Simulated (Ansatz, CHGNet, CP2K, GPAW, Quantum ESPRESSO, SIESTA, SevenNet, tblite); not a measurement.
# CP2K runs on liquid diethyl ether at 300 K (75 atoms)

Wanted: CP2K inputs and outputs for liquid diethyl ether at 300 K (75 atoms), checked against a plane-wave reference.

Method: the method is named at each step, in CP2K 2026.2.

**1. The starting structure**

The cell holds 75 atoms: 20 C, 5 O and 50 H. Its edges and angles: a = 9.535 Å, b = 9.535 Å, c = 9.535 Å, α = 90.0°, β = 90.0°, γ = 90.0°. 5 diethyl ether placed at random, at 0.71 g/cm³; overlaps pushed apart, then 10 ps at 450 K with MMFF94 bonds, angles, torsions, charges and radii (Halgren, J. Comput. Chem. 17, 490 (1996)) in harmonic and 12-6 forms. Snapshot after 20 ps at 300 K and fixed volume. Then every atom was moved at random, 0.05 Å r.m.s. a Cartesian component (hydrogen 0.6 of that).

The yardstick, on the same geometry:

| Property | Result |
| --- | --- |
| method | Kohn-Sham DFT, PBE, PAW, plane waves (Ansatz 0.2.0); cutoff 420 eV, Γ point, fermi-dirac smearing of 0.05 eV; PAW set soft_2 |
| r.m.s. force component | 1.842 eV/Å |
| longest force | 7.482 eV/Å |
| pressure | 2.018 GPa |
| gap (highest filled to lowest empty level) | 4.349 eV |
| SCF cycles | 9 |
| time | 4.6 s on 4 threads of Arm Neoverse V1, shared host |
| CPU time | 16 s |

**2. PBE, DZVP-MOLOPT-SR, 600/50 Ry, OT CG**

Method: Kohn-Sham DFT, PBE, GTH-PBE pseudopotentials, Gaussian and plane waves, DZVP-MOLOPT-SR-GTH, orbital transformation.

Contents of input.inp:

```
&GLOBAL
  PROJECT cell
  RUN_TYPE ENERGY_FORCE
  PRINT_LEVEL LOW
&END GLOBAL
&FORCE_EVAL
  METHOD QS
  STRESS_TENSOR ANALYTICAL
  &DFT
    BASIS_SET_FILE_NAME BASIS_MOLOPT
    POTENTIAL_FILE_NAME GTH_POTENTIALS
    &MGRID
      CUTOFF 600
      REL_CUTOFF 50
      NGRIDS 5
    &END MGRID
    &QS
      EPS_DEFAULT 1.0E-12
    &END QS
    &SCF
      SCF_GUESS ATOMIC
      EPS_SCF 1.0E-06
      MAX_SCF 30
      &OT
        MINIMIZER CG
        PRECONDITIONER FULL_ALL
        ENERGY_GAP 0.001
      &END OT
      &OUTER_SCF
        EPS_SCF 1.0E-06
        MAX_SCF 8
      &END OUTER_SCF
      &PRINT
        &RESTART OFF
        &END RESTART
      &END PRINT
    &END SCF
    &XC
      &XC_FUNCTIONAL PBE
      &END XC_FUNCTIONAL
    &END XC
    &PRINT
      &MULLIKEN ON
      &END MULLIKEN
      &HIRSHFELD ON
        SHAPE_FUNCTION DENSITY
      &END HIRSHFELD
      &MO_CUBES
        NHOMO 1
        NLUMO 4
        WRITE_CUBE F
      &END MO_CUBES
    &END PRINT
  &END DFT
  &SUBSYS
    &CELL
      A 9.53465 0.00000 0.00000
      B 0.00000 9.53465 0.00000
      C 0.00000 0.00000 9.53465
    &END CELL
    &COORD
      C 8.62390 0.90388 7.24138
      C 0.02222 9.19941 6.81708
      O 8.96896 8.67167 5.69714
      C 0.11499 7.49414 5.06462
      C 8.86179 6.95381 4.06271
      H 9.03093 1.31435 8.21658
      H 7.67291 0.44956 7.39307
      H 8.63649 1.60869 6.51608
      H 1.03460 9.45465 6.60103
      H 9.50662 8.33719 7.62629
      H 0.33676 6.78858 5.94552
      H 0.92934 7.93950 4.64929
      H 8.34949 7.80669 3.45126
      H 8.07528 6.35570 4.38117
      H 0.04758 6.39565 3.35791
      C 1.07541 3.33341 3.33198
      C 1.90302 2.16465 2.74112
      O 1.42600 2.05357 1.29929
      C 2.20355 0.98216 0.81083
      C 1.46328 9.11932 0.94965
      H 1.23617 4.26618 2.66312
      H 1.47682 3.55328 4.28640
      H 0.03499 3.23463 3.35496
      H 2.96280 2.55796 2.66045
      H 1.72015 1.29023 3.33636
      H 3.20545 0.89807 1.08733
      H 2.13271 1.35411 9.31755
      H 1.80815 8.34053 0.39369
      H 0.39969 9.22306 0.63186
      H 1.34296 8.86618 2.04451
      C 5.47918 3.34571 4.50274
      C 6.41949 2.31692 4.11725
      O 6.25845 2.03050 2.75075
      C 7.16863 1.16237 2.26429
      C 7.28619 1.40484 0.70709
      H 4.48052 2.93019 4.55461
      H 5.59970 4.19763 4.03449
      H 5.67607 3.41073 5.62049
      H 7.57242 2.64157 4.13089
      H 6.51541 1.27364 4.67732
      H 6.69180 0.09439 2.40864
      H 8.11446 1.18926 2.72977
      H 7.83624 2.29633 0.53699
      H 6.27380 1.46805 0.22540
      H 7.86323 0.46825 0.38081
      C 4.46632 0.04252 6.90347
      C 4.97985 8.31994 7.00511
      O 3.95631 7.33186 6.97574
      C 4.57692 6.09054 6.92416
      C 3.63976 4.98081 6.33701
      H 3.78640 0.23608 6.16959
      H 5.19677 0.84477 6.69990
      H 3.90349 0.28318 7.80583
      H 5.76722 8.13658 6.16415
      H 5.80183 8.14841 7.86628
      H 4.79116 5.80441 8.04362
[... 15 atom lines left out ...]
      H 5.04116 4.76609 1.66589
      H 3.36011 6.51426 2.32750
      H 3.54737 6.42292 0.55082
      H 4.31042 7.67473 1.37766
    &END COORD
    &KIND C
      BASIS_SET DZVP-MOLOPT-SR-GTH-q4
      POTENTIAL GTH-PBE-q4
    &END KIND
    &KIND O
      BASIS_SET DZVP-MOLOPT-SR-GTH-q6
      POTENTIAL GTH-PBE-q6
    &END KIND
    &KIND H
      BASIS_SET DZVP-MOLOPT-SR-GTH-q1
      POTENTIAL GTH-PBE-q1
    &END KIND
  &END SUBSYS
  &PRINT
    &FORCES ON
    &END FORCES
    &STRESS_TENSOR ON
    &END STRESS_TENSOR
  &END PRINT
&END FORCE_EVAL
```

Started as:

```sh
OMP_NUM_THREADS=2 cp2k.psmp -i input.inp > output.txt
```

Numbers of over 12 decimals in the logs are rounded to 6 here.

The log of the run:

```text
CP2K| version string:                                       CP2K version 2026.2
 CP2K| Input file name                                                 input.inp
 GLOBAL| Basis set file name                                        BASIS_MOLOPT
 GLOBAL| Potential file name                                      GTH_POTENTIALS
 GLOBAL| Run type                                                   ENERGY_FORCE
 GLOBAL| Total number of message passing processes                             1
 GLOBAL| Number of threads for this process                                    2
 TOTAL NUMBERS AND MAXIMUM NUMBERS
  Total number of            - Atomic kinds:                                   3
                             - Atoms:                                         75
                             - Shell sets:                                    75
                             - Shells:                                       275
                             - Primitive Cartesian functions:                375
                             - Cartesian basis functions:                    600
                             - Spherical basis functions:                    575
  Maximum angular momentum of- Orbital basis functions:                        2
                             - Local part of the GTH pseudopotential:          2
                             - Non-local part of the GTH pseudopotential:      0
 SCF PARAMETERS         Density guess:                                    ATOMIC
                        max_scf:                                              30
                        eps_scf:                                        1.00E-06
                        Outer loop SCF in use
                        eps_scf                                         1.00E-06
                        max_scf                                                8
 Extrapolation method: initial_guess
 Number of electrons:                                                        160
[... lines left out ...]
  Step     Update method      Time    Convergence         Total energy    Change
[... lines left out ...]
  Total energy:                                              -223.336601
[... lines left out ...]
  Precond_solver : DEFAULT
  Line search    : 2PNT                : 2 energies, one gradient
  stepsize       :    0.15000000                  energy_gap     :    0.00100000
  eps_taylor     :   0.10000E-15                  max_taylor     :             4
  ----------------------------------- OT ---------------------------------------
  Step     Update method      Time    Convergence         Total energy    Change
[...]
- OT LS       0.23E+00    1.9                     -223.3366008690
     2 OT CG       0.23E+00    5.0     0.00000142      -223.3366008779 -7.88E-08
     - OT LS       0.10E+00    1.9                     -223.3366008751
     3 OT CG       0.10E+00    4.9     0.00000023      -223.3366008825 -4.63E-09
  *** SCF run converged in     3 steps ***
  Electronic density on regular grids:       -160.0000000000        0.0000000000
  Core density on regular grids:              159.9999999999       -0.0000000001
  Total charge density on r-space grids:       -0.0000000001
  Total charge density g-space grids:          -0.0000000001
  Overlap energy of the core charge distribution:               3.37459e-05
  Self energy of the core charge distribution:               -544.854892
  Core Hamiltonian energy:                                    169.031691
  Hartree energy:                                             223.177430
  Exchange-correlation energy:                                -70.690864
  Total energy:                                              -223.336601
  outer SCF iter =    2 RMS gradient =   0.23E-06 energy =       -223.3366008825
  outer SCF loop converged in   2 iterations or   64 steps
 !-----------------------------------------------------------------------------!
                     Mulliken Population Analysis
 #  Atom  Element  Kind  Atomic population                           Net charge
       1     C        1          4.218558                             -0.218558
       2     C        1          4.083762                             -0.083762
       3     O        2          6.186057                             -0.186057
[...]
74     H        3          0.897665                              0.102335
      75     H        3          0.914362                              0.085638
 # Total charge                            160.000000                 -0.000000
 !-----------------------------------------------------------------------------!
 !-----------------------------------------------------------------------------!
                           Hirshfeld Charges
  #Atom  Element  Kind  Ref Charge     Population                    Net charge
      1       C      1       4.000          4.134                        -0.134
      2       C      1       4.000          4.006                        -0.006
      3       O      2       6.000          6.145                        -0.145
[...]
74       H      3       1.000          0.959                         0.041
     75       H      3       1.000          0.961                         0.039
  Total Charge                                                           -0.000
 !-----------------------------------------------------------------------------!
  Eigenvalues of the occupied subspace spin            1
      -0.84926035     -0.83536942     -0.81466661     -0.81437644
      -0.80482556     -0.60444700     -0.59819167     -0.59731597
      -0.58043866     -0.57320582     -0.54117699     -0.53475364
[...]
-0.09161404     -0.07812177     -0.07723644     -0.07584813
 Fermi Energy [eV] :   -2.063933
  Using OT eigensolver for additional unoccupied orbitals spin            1
  Lowest Eigenvalues of the unoccupied subspace spin            1
 OT| Eigensolver reached convergence in 207 iterations
       0.15731884      0.15900729      0.16374196      0.16859586
 HOMO - LUMO gap [eV] :    6.344796
 ENERGY| Total FORCE_EVAL ( QS ) energy [hartree]           -223.336601
 FORCES| Atomic forces [hartree/bohr]
 FORCES|   Atom     x               y               z               |f|
 FORCES|      1  5.71030355E-02 -6.49960022E-02  5.90881784E-02   1.04769508E-01
 FORCES|      2 -3.18353508E-02 -1.45755211E-02  4.85105850E-02   5.98265178E-02
 FORCES|      3 -3.05379385E-02 -2.17923979E-02 -4.89946915E-02   6.17086225E-02
[...]
FORCES|     74  1.96779973E-02 -1.01521954E-02  2.62235885E-02   3.43215273E-02
 FORCES|     75  1.25071166E-02 -5.44662440E-03  1.22060833E-02   1.83052494E-02
 FORCES| Sum     1.43535594E-03  7.06893802E-04 -6.49647085E-04
 FORCES| Total atomic force                                       1.72684304E-03
 STRESS| Analytical stress tensor [bar]
 STRESS|                        x                   y                   z
 STRESS|      x        1.85083506588E+04  -1.34943050104E+03  -1.89662684231E+03
 STRESS|      y       -1.34943050104E+03   3.33749306073E+04   2.05104655281E+04
 STRESS|      z       -1.89662684231E+03   2.05104655281E+04   1.46823179183E+04
 STRESS| 1/3 Trace                                             2.21885330614E+04
```

It took 4 min on 2 threads of Arm Neoverse V1, shared host; peak memory 1.2 GiB.

Banners, paths, timers and routine set-up lines are dropped from the logs unmarked, and long logs keep their key lines alone; longer cuts are marked.

Compared with the plane-wave run:

```yaml
r_m_s_force_component: 1.901 eV/Å
r_m_s_difference_of_force_components: 124.7 meV/Å
longest_difference_of_force_vectors: 605.3 meV/Å
force_difference_over_r_m_s_force: 6.77 %
slope_of_forces_against_the_reference_s: 1.03
correlation_of_force_components: 0.9983
spacing_of_highest_filled_and_lowest_empty_level: 6.345 eV
gap_difference: 1.996 eV
pressure: 2.219 GPa
pressure_difference: 0.2005 GPa
```

Length of the force difference by element (eV/Å):

```tsv
element	atoms	mean	most
C	20	0.28	0.61
H	50	0.090	0.23
O	5	0.39	0.53
```

The surroundings of H53, picked at random, nearest first, numbered as they follow in the input and with coordinates relative to it.

```tsv
atom	x	y	z	distance (Å)	bonds	Hirshfeld charge (e)	Fx	Fy	Fz (eV/Å)
H53	0.00	0.00	0.00	0.00	1	0.04	-0.04	0.52	0.48
C46	0.56	-0.24	-0.90	1.09	4	-0.14	-0.56	5.47	2.21
H51	-0.12	-0.05	-1.64	1.64	1	0.04	-2.24	-0.14	-2.69
H52	1.29	0.56	-1.11	1.79	1	0.05	0.30	-0.25	0.55
C47	1.08	-1.50	-0.80	2.01	4	0.00	5.80	-5.21	-0.29
H55	1.90	-1.67	0.06	2.53	1	0.04	-2.18	0.38	-0.84
H27	-1.77	1.07	1.51	2.56	1	0.03	0.82	-1.15	-0.84
O48	0.05	-2.49	-0.83	2.62	2	-0.12	0.02	0.99	-0.65
H26	-0.70	0.61	2.82	2.97	1	0.04	1.94	0.31	0.95
H54	1.86	-1.68	-1.64	3.00	1	0.03	-1.38	-0.02	0.45
```

Forces lie 6.8 % from the reference's, at 28 times its CPU time (on 2 against 4 cores); the SCF took 64 steps, which the time reflects.

**3. PBE, TZVP-MOLOPT, 600/50 Ry, OT CG**

Method: Kohn-Sham DFT, PBE, GTH-PBE pseudopotentials, Gaussian and plane waves, TZVP-MOLOPT-GTH, orbital transformation.

input.inp: that of step 2 with these lines changed.

```diff
@@ -61,6 +61,31 @@
     &COORD
-[... 75 atom lines left out: the same atoms as in the first run ...]
+      SCALED
+      C 0.90448 0.09480 0.75948
+      C 0.00233 0.96484 0.71498
+      O 0.94067 0.90949 0.59752
+      C 0.01206 0.78599 0.53118
+      C 0.92943 0.72932 0.42610
+      H 0.94717 0.13785 0.86176
+      H 0.80474 0.04715 0.77539
+      H 0.90580 0.16872 0.68341
+      H 0.10851 0.99161 0.69232
+      H 0.99706 0.87441 0.79985
+      H 0.03532 0.71199 0.62357
+      H 0.09747 0.83270 0.48762
+      H 0.87570 0.81877 0.36197
+      H 0.84694 0.66659 0.45950
+      H 0.00499 0.67078 0.35218
+      C 0.11279 0.34961 0.34946
+      C 0.19959 0.22703 0.28749
+      O 0.14956 0.21538 0.13627
+      C 0.23111 0.10301 0.08504
+      C 0.15347 0.95644 0.09960
+[... 51 atom lines left out ...]
+      H 0.52872 0.49987 0.17472
+      H 0.35241 0.68322 0.24411
+      H 0.37205 0.67364 0.05777
+      H 0.45208 0.80493 0.14449
     &END COORD
     &KIND C
-      BASIS_SET DZVP-MOLOPT-SR-GTH-q4
+      BASIS_SET TZVP-MOLOPT-GTH-q4
       POTENTIAL GTH-PBE-q4
@@ -68,3 +93,3 @@
     &KIND O
-      BASIS_SET DZVP-MOLOPT-SR-GTH-q6
+      BASIS_SET TZVP-MOLOPT-GTH-q6
       POTENTIAL GTH-PBE-q6
@@ -72,3 +97,3 @@
     &KIND H
-      BASIS_SET DZVP-MOLOPT-SR-GTH-q1
+      BASIS_SET TZVP-MOLOPT-GTH-q1
       POTENTIAL GTH-PBE-q1
```

Started as:

```sh
OMP_NUM_THREADS=1 mpirun -np 4 cp2k.psmp -i input.inp > output.txt
```

The log of the run:

```text
CP2K| version string:                                       CP2K version 2026.2
 CP2K| Input file name                                                 input.inp
 GLOBAL| Basis set file name                                        BASIS_MOLOPT
 GLOBAL| Potential file name                                      GTH_POTENTIALS
[... lines left out ...]
  Total energy:                                              -223.384657
[... lines left out ...]
  Step     Update method      Time    Convergence         Total energy    Change
[... lines left out ...]
  *** SCF run converged in     4 steps ***
[... lines left out ...]
  Total energy:                                              -223.384668
[... lines left out ...]
  outer SCF loop converged in   2 iterations or   66 steps
[... lines left out ...]
 Fermi Energy [eV] :   -2.174699
[... lines left out ...]
 WARNING : did not converge in ot_eigensolver
[... lines left out ...]
 ENERGY| Total FORCE_EVAL ( QS ) energy [hartree]           -223.384668
[... lines left out ...]
 FORCES|      1  5.67151745E-02 -6.49553715E-02  5.81120639E-02   1.03984726E-01
 FORCES|      2 -3.55750265E-02 -1.04965488E-02  4.42105323E-02   5.77090219E-02
 FORCES|      3 -2.68569216E-02 -2.26394200E-02 -4.56110799E-02   5.75691601E-02
[...]
FORCES|     74  1.89963493E-02 -1.04544094E-02  2.48751406E-02   3.29989179E-02
 FORCES|     75  1.28054132E-02 -5.20254511E-03  1.20614954E-02   1.83446111E-02
 FORCES| Sum     1.16623218E-03  6.72294905E-04 -8.03509916E-04
 FORCES| Total atomic force                                       1.56770728E-03
 STRESS| Analytical stress tensor [bar]
 STRESS|                        x                   y                   z
 STRESS|      x        1.86661980374E+04   1.58218556769E+02  -2.49761901517E+03
 STRESS|      y        1.58218556769E+02   3.27568938519E+04   1.89538369189E+04
 STRESS|      z       -2.49761901517E+03   1.89538369189E+04   1.52578136261E+04
 STRESS| 1/3 Trace                                             2.22269685051E+04
```

Elapsed: 13 min, on 4 MPI ranks; peak memory 2.3 GiB.

The solver for the empty levels stopped short of its threshold, so the gap is rough; its iterations count in the time.

Numbers from this run, and their distance from the reference:

```yaml
r_m_s_force_component: 1.855 eV/Å
r_m_s_difference_of_force_components: 46.8 meV/Å
longest_difference_of_force_vectors: 267 meV/Å
force_difference_over_r_m_s_force: 2.541 %
slope_of_forces_against_the_reference_s: 1.006
correlation_of_force_components: 0.9997
spacing_of_highest_filled_and_lowest_empty_level: 4.974 eV
gap_difference: 0.6255 eV
pressure: 2.223 GPa
pressure_difference: 0.2043 GPa
```

Against the first run (6.8 %), the force difference from the reference is 2.5 %, at 7.0 times the CPU time (on 4 against 2 cores), with 725 basis functions against 575: the larger basis brings the forces nearer.

**4. All runs compared**

Differences are against the plane-wave reference, forces as r.m.s. over components; share is that over the reference's r.m.s. force, slope the least-squares factor from reference forces to these. Total energies of different programs have different zeros and aren't compared.

```tsv
run	Δ force, r.m.s. (meV/Å)	share (%)	slope	Δ pressure (GPa)	Δ gap (eV)	cores	CPU time	memory (GiB)
reference	-	-	-	-	-	4	16 s	0.76
CP2K PBE, DZVP-MOLOPT-SR, 600/50 Ry, OT CG	125	6.77	1.030	0.201	2.00	2	7.5 min	1.2
CP2K PBE, TZVP-MOLOPT, 600/50 Ry, OT CG	46.8	2.54	1.006	0.204	0.625	4	52 min	2.3
```

CPU time is summed over cores on a shared host, where runs went side by side, so it is rough. Symmetry, cutoffs, thresholds, outputs and thread counts weren't matched or tuned between programs; memory under MPI is the largest rank's times the ranks.

Mean charges by element (e), by run and scheme:

```tsv
run	scheme	C	O	H
reference	Löwdin	-0.25	-0.35	+0.18
CP2K PBE, DZVP-MOLOPT-SR, 600/50 Ry, OT CG	Mulliken	-0.15	-0.17	+0.08
CP2K PBE, DZVP-MOLOPT-SR, 600/50 Ry, OT CG	Hirshfeld	-0.07	-0.13	+0.04
CP2K PBE, TZVP-MOLOPT, 600/50 Ry, OT CG	Mulliken	-0.12	-0.18	+0.07
CP2K PBE, TZVP-MOLOPT, 600/50 Ry, OT CG	Hirshfeld	-0.07	-0.12	+0.04
```

The reference's Löwdin charges lack the electrons that the projection spills, 0.031 e an atom on average.

A second geometry, displaced anew (every atom was moved at random, 0.04 Å r.m.s. a Cartesian component (hydrogen 0.6 of that)), gives an energy difference that all programs can be tested on. The reference puts it at -17.77 meV/atom.

```tsv
run	energy less the first geometry's (meV/atom)	error (meV/atom)	force share at the second geometry (%)
CP2K PBE, DZVP-MOLOPT-SR, 600/50 Ry, OT CG	-18.36	-0.599	7.94
CP2K PBE, TZVP-MOLOPT, 600/50 Ry, OT CG	-17.49	0.273	3.59
```

**5. Outcome**

```yaml
nearest_in_forces: CP2K PBE, TZVP-MOLOPT, 600/50 Ry, OT CG, 2.5 %
its_cpu_time: 52 min
```

What this shows: The PBE runs in local orbitals differ by 2.5 % (CP2K PBE, TZVP-MOLOPT, 600/50 Ry, OT CG) to 6.8 % (CP2K PBE, DZVP-MOLOPT-SR, 600/50 Ry, OT CG); basis, grid and potentials can all enter. None of the electronic-structure runs in the table takes under half the reference's CPU time of 16 s; they take 28 to 193 times as much. At the same functional, gaps differ from the reference's 4.35 eV by between +0.63 and +2.00 eV. A likely cause of the wide gaps: compact atomic orbitals describe empty levels worse than filled ones. Charges hang on scheme and program or settings: among these rows the mean for O runs from -0.35 to -0.12 e. The energy difference between the two geometries, -17.8 meV/atom in the reference, is met best by CP2K PBE, TZVP-MOLOPT, 600/50 Ry, OT CG (+0.273) and worst by CP2K PBE, DZVP-MOLOPT-SR, 600/50 Ry, OT CG (-0.599). The network of contacts between molecules at the start is that of the classical potential that made the cell, and needn't be the one that DFT or experiment would give. The reference's PBE has no dispersion term, which matters for the binding between molecules or layers. The electronic-structure runs sample only Γ, in a cell whose shortest periodic width is 10 Å.

[Also dropped from logs without a mark: logging warnings of Python, and SIESTA's first energy breakdown and zero terms.]

[Logs are printed without paths, hosts, clocks, repeated set-up lines and the standing remarks that a program may print on its own settings, such as how far it seeks lower states.]

[Hosts, paths, dates, database ids (printed as entryN), source tags and the programs' standing remarks are cut or masked in the printed files.]

[The MMFF94 radii named for the starting cell were scaled by 0.96; in molecules described by MMFF94, hydrogen bound to N, O or S took a small fixed 12-6 site in their place.]
